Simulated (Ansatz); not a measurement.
# Na6GeSb, from a guessed structure to a relaxed one, part 2 of 2

This structure for Na6GeSb is made up. Its elements were placed in a known structure type with a cell scaled to their sizes. What cell does the guess relax to, and how far off was it?

Ansatz 0.2.0; DFT, PBE, plane-wave PAW, files of the set soft_1, scalar-relativistic, no spin, cell and ions relaxed at zero pressure; PAW set soft_1 (the session's first sound run).

So far: The structure; Relaxation of the guess. The relaxed cell has a = 5.288, c = 9.585 Å (conventional setting).

### 3. Electronic structure of the relaxed cell

With the geometry fixed, one more self-consistent run, with a narrower smearing and the mesh shown in its input, gives the bands, and its pressure, and its forces where symmetry allows any, show how far the geometry depends on these settings.

This step: DFT, PBE, plane-wave PAW, files of the set soft_1, scalar-relativistic, no spin, bands and density of states at the relaxed cell; PAW set soft_1 (Ansatz 0.2.0).

Contents of input.yaml:

```yaml
crystal:
  lattice:
    - [5.2879905435, 0.0, 0.0]
    - [-2.6439952717, 4.5795341456, 0.0]
    - [0.0, 0.0, 9.5846469722]
  atoms:
    - { symbol: Sb, position: [0.0, 0.0, 0.5] }
    - { symbol: Ge, position: [0.6666666667, 0.3333333333, 0.0] }
    - { symbol: Na, position: [0.6666666667, 0.3333333333, 0.3288817537] }
    - { symbol: Na, position: [0.0, 0.0, 0.1704418458] }
    - { symbol: Na, position: [0.0, 0.0, 0.8295581542] }
    - { symbol: Na, position: [0.6666666667, 0.3333333333, 0.6711182463] }
    - { symbol: Na, position: [0.3333333333, 0.6666666667, 0.5] }
    - { symbol: Na, position: [0.3333333333, 0.6666666667, 0.0] }
kpoints:
  mp_grid: { grid: [8, 8, 4] }
  band_path:
    path:
      - [[0.0, 0.0, 0.0], [0.5, 0.0, 0.0], [0.33333333, 0.33333333, 0.0], [0.0, 0.0, 0.0], [0.0, 0.0, 0.5], [0.5, 0.0, 0.5], [0.33333333, 0.33333333, 0.5], [0.0, 0.0, 0.5]]
      - [[0.5, 0.0, 0.5], [0.5, 0.0, 0.0]]
      - [[0.33333333, 0.33333333, 0.0], [0.33333333, 0.33333333, 0.5]]
    npoints: 8
scf:
  occupations: { method: fermi_dirac, width: 0.03 }
  n_extra_bands: 12
hamiltonian:
  xc: pbe
  pseudopotentials: { kind: paw, azcp: { folder: soft_1 } }
output:
  forces: true
  stress: true
  write_bands: true
  dos: { projected: true }
  write_density: true
  write_potential: true
  elf: true
  volumetric_format: npy
```

The run is started by

```console
> ansatz run input.yaml --threads 4 --pin off --max-ram 10240MiB --backend cpu --events-out ev --progress --plain --runs-dir out
```

Numbers of over 12 decimals in the logs are rounded to 6 here.

What it wrote:

```text
[...]
Crystal: 8 atoms, lattice volume = 232.107 Å³
Basis set: ecut = 420 eV, 4539 PW (Γ), exchange–correlation on 72×72×144 points (8 copies of the dense FFT grid, shifted against one another)
Bands: 54, of which v1, the nominal top of the filled ones, is band 42 counted from 1 (41 counted from 0)
Symmetry: 12 space group operations
[...]
k-points: 30 of 256 (time reversal used)
[...]
SCF iter   1: F=—  HF=-19701.429691 eV  |F-HF|=—  |Δ(HF+E_count)|=         —  Δρ=3.88e-2  dr2=4.62e0  ethr=3.10e-3  ⟨swp⟩=7.7  Hψ=7371  notcnv=0  defer=15
[...]
SCF iter  13: F=-19699.831484 eV  HF=-19699.831484 eV  |F-HF|=3.09e-8  |Δ(HF+E_count)|=   1.00e-8  Δρ=1.63e-6  dr2=2.74e-8  ethr=1.20e-10  ⟨swp⟩=17.4  Hψ=11708  notcnv=0
SCF 1 converged in 13 iterations: F = -19699.831484 eV  dr2 = 2.74e-8
[...]
NSCF: frozen V_eff on 75 k-points
SCF converged after 13 iterations
Free energy (F): -19699.831484 eV
[...]
Internal energy: -19699.818423 eV  (E = F + TS)
E sigma→0 (E₀):  -19699.824953 eV
Entropy (-TS):   -0.013061 eV (-1.633 meV/atom)
Fermi energy:    3.293438 eV
[...]
--- Forces (eV/Å), atoms counted from 1 ---
  atom   1  Sb     0.00000000     0.00000000     0.00000000
  atom   2  Ge     0.00000000    -0.00000000     0.00000000
  atom   3  Na     0.00000000    -0.00000000     0.00489885
  atom   4  Na    -0.00000000     0.00000000     0.00800427
  atom   5  Na     0.00000000     0.00000000    -0.00800427
  atom   6  Na    -0.00000000    -0.00000000    -0.00489885
  atom   7  Na     0.00000000     0.00000000     0.00000000
  atom   8  Na    -0.00000000    -0.00000000     0.00000000
  max |Σ_I F_I| component: 1.16e-17 eV/Å
--- Stress (GPa, compression-positive) ---
        0.001541      -0.000000       0.000000
       -0.000000       0.001541       0.000000
        0.000000       0.000000       0.001374
  P = ⅓ Tr σ = 0.0015 GPa (0.015 kbar)
--- Band table (eV; the first three rows and the last of 30) ---
  k-point 0: bands = [... 38 lower, 3.1927, 3.3013, 3.5888, 3.7679, 3.7679, 5.2042, 6.9879, 7.2022, ... 8 higher]
  k-point 1: bands = [... 38 lower, 3.1972, 3.1972, 3.7622, 3.7622, 4.3247, 5.2057, 6.8975, 7.1959, ... 8 higher]
  k-point 2: bands = [... 38 lower, 3.2018, 3.2018, 3.7564, 3.7564, 4.8213, 5.1442, 6.8871, 6.9192, ... 8 higher]
  k-point 29: bands = [... 38 lower, 1.9034, 2.2360, 2.8525, 3.2296, 5.3472, 5.3584, 6.0006, 6.0161, ... 8 higher]
```

The job ended after 27 s (4 threads of Arm Neoverse V1, shared host; peak memory 0.99 GiB).

In the SCF lines HF is the Harris–Foulkes energy and dr2 the Hartree energy of the density residual, in eV; the loop may stop once dr2 is under the threshold and the program's other checks hold. Hψ counts applications of the Hamiltonian.

Numbers from this step:

```yaml
free_energy: -19699.8315 eV
energy_at_zero_smearing: -19699.8250 eV
smearing_term_ts: 0.01306 eV
fermi_energy: 3.293 eV
pressure: 0.001485 GPa
```

From bands.tsv, the bands that come nearest the Fermi level along the path, at its corners, in eV from the Fermi level:

```
point  band 38  band 39  band 40  band 41  band 42  band 43  band 44  band 45
    Γ    -0.10    -0.10     0.01     0.30     0.47     0.47     1.91     3.69
    M    -1.64    -1.17    -0.58    -0.41     0.06     1.83     1.89     2.20
    K    -1.66    -1.27    -0.97    -0.95    -0.40     1.38     3.50     3.67
    Γ    -0.10    -0.10     0.01     0.30     0.47     0.47     1.91     3.69
    A    -1.28    -0.09    -0.09     0.46     0.46     1.53     1.85     3.59
    L    -1.91    -0.70    -0.53    -0.24    -0.02     1.39     1.44     2.92
    H    -1.59    -1.58    -1.20    -0.44    -0.04     2.29     2.34     2.36
    A    -1.28    -0.09    -0.09     0.46     0.46     1.53     1.85     3.59
    L    -1.91    -0.70    -0.53    -0.24    -0.02     1.39     1.44     2.92
    M    -1.64    -1.17    -0.58    -0.41     0.06     1.83     1.89     2.20
    K    -1.66    -1.27    -0.97    -0.95    -0.40     1.38     3.50     3.67
    H    -1.59    -1.58    -1.20    -0.44    -0.04     2.29     2.34     2.36
```

Counts of states for the cell as run, both spins, by energy window (eV from the Fermi level):

```
from  to  total
  -8  -7   2.68
  -7  -6   1.32
  -6  -5   0.00
  -5  -4   0.00
  -4  -3   0.00
  -3  -2   0.45
  -2  -1   4.51
  -1   0   6.15
   0   1   0.90
   1   2   2.17
   2   3   2.89
   3   4   4.62
   4   5   5.61
```

Below -8 eV lie 68.0 more states.

Electrostatic potential energy in the ac plane at fractional y = 0.333, with atoms of Ge and Na within 0.2 Å of it. With pseudopotentials it is smooth inside the atoms' cores, unlike the true potential.

Ten even steps from '0' (-49 eV) to '9' (7 eV), each cell a mean:
```
999999985565689
999999997556899
999999999889999
999999999999999
999999999999999
999999999888999
999999997214899
999999984001799
999999996003899
999999998768999
999999999999999
999999999999999
999999999999999
999999999889999
999999997425899
999999985001799
999999985002799
999999998657899
999999999999999
999999999999999
999999999999999
999999998777999
999999986555799
999999975665689
```
Columns run along a (5.3 Å; values clipped at the 3rd and 97th percentile), rows up along c (9.6 Å). Atoms in or near the plane, at fractional coordinates: Ge at (0.67, 0.00), Na at (0.67, 0.33), Na at (0.67, 0.67).

Valence density in the ac plane at fractional y = 0.333, with atoms of Ge and Na within 0.2 Å of it. It is the smooth field of the valence electrons, not physical close to the nuclei.

Ten steps, logarithmic in the rise over the least value, from '0' (0 e/Å³) to '9' (35 e/Å³), each cell a mean:
```
000000013785210
000000011232100
000000000111000
000000000000000
000000000000000
000000000010000
000000002564100
000000004786200
000000002675100
000000000121000
000000000000000
000000000000000
000000000000000
000000000000000
000000001453000
000000003786200
000000003785100
000000000231000
000000000000000
000000000000000
000000000000000
000000001111100
000000012563100
000000014897210
```
Columns run along a (5.3 Å), rows up along c (9.6 Å). Atoms in or near the plane, at fractional coordinates: Ge at (0.67, 0.00), Na at (0.67, 0.33), Na at (0.67, 0.67).

ELF in the ac plane at fractional y = 0.333, with atoms of Ge and Na within 0.2 Å of it. It is the smooth field of the valence electrons, not physical close to the nuclei.

Ten even steps from '_' (0.02) to '@' (0.73), each cell a mean:
```
**--::::==##%%##++::----**##%%
++--::::==##%%%%##**++**##%%%%
++::....--**%%@@@@@@%%@@@@@@##
--..____::==##%%@@@@@@@@@@%%**
::______..::====::....::--==--
....____......____..::..____..
..::::::::..____==####**::____
--==++++==::__..**++--##==____
**########==____++##**##--__::
##%%%%%%%%**::__..==++--____==
%%@@@@@@%%%%++::__________--##
%%%%%%%%@@%%**==..______::++##
%%@@%%%%@@%%**--________..==##
%%%%@@@@%%##==____....____::**
##%%%%%%##++..__--####**..__--
==******++--__..****==##==__..
::--------..__..****++##--____
............____::++**==______
..______..::::..__________::::
::..____..--**##********##**++
==::....::++##@@@@@@@@@@@@%%##
++--::::==**%%@@%%######%%@@##
**--::::==##%%##**==--++**%%%%
**--::::==##%%**==--**--++##%%
```
Columns run along a (5.3 Å), rows up along c (9.6 Å). Atoms in or near the plane, at fractional coordinates: Ge at (0.67, 0.00), Na at (0.67, 0.33), Na at (0.67, 0.67).

### 4. Summary of results

- space group, relaxed: P-6m2
- conventional cell: a = 5.288, b = 5.288, c = 9.585 Å; α = 90.0°, β = 90.0°, γ = 120.0°
- volume per atom: 29.01 Å³ (guess 31.41)

**Reading.** Na6GeSb relaxes to P-6m2 with a = 5.288, b = 5.288 and c = 9.585 Å. The guessed volume was 8 % too large. The space group P-6m2 was held in the relaxation, so the end point is a stationary structure within it and may be a saddle against distortions or other arrangements. Bands cross the Fermi level, so it is a metal or semimetal at this level. The electron count is odd, which forces that without spin polarisation or a larger cell. On the 8×8×4 mesh with the narrower smearing (relaxed on 6×6×3) the largest force component is 0.008 eV/Å and the largest stress component is 0.002 GPa, within the relaxation's thresholds of 0.015 eV/Å and 0.05 GPa. The cutoff wasn't tested. Spin-orbit coupling is left out, which can matter for elements this heavy. No dispersion term is used, so weakly bound directions may come out too long. Nothing here tests whether the compound is stable against decomposition.

[Logs are printed without paths, hosts, clocks, repeated set-up lines and the standing remarks that a program may print on its own settings, such as how far it seeks lower states.]

[Hosts, paths, dates, database ids (printed as entryN), source tags and the programs' standing remarks are cut or masked in the printed files.]
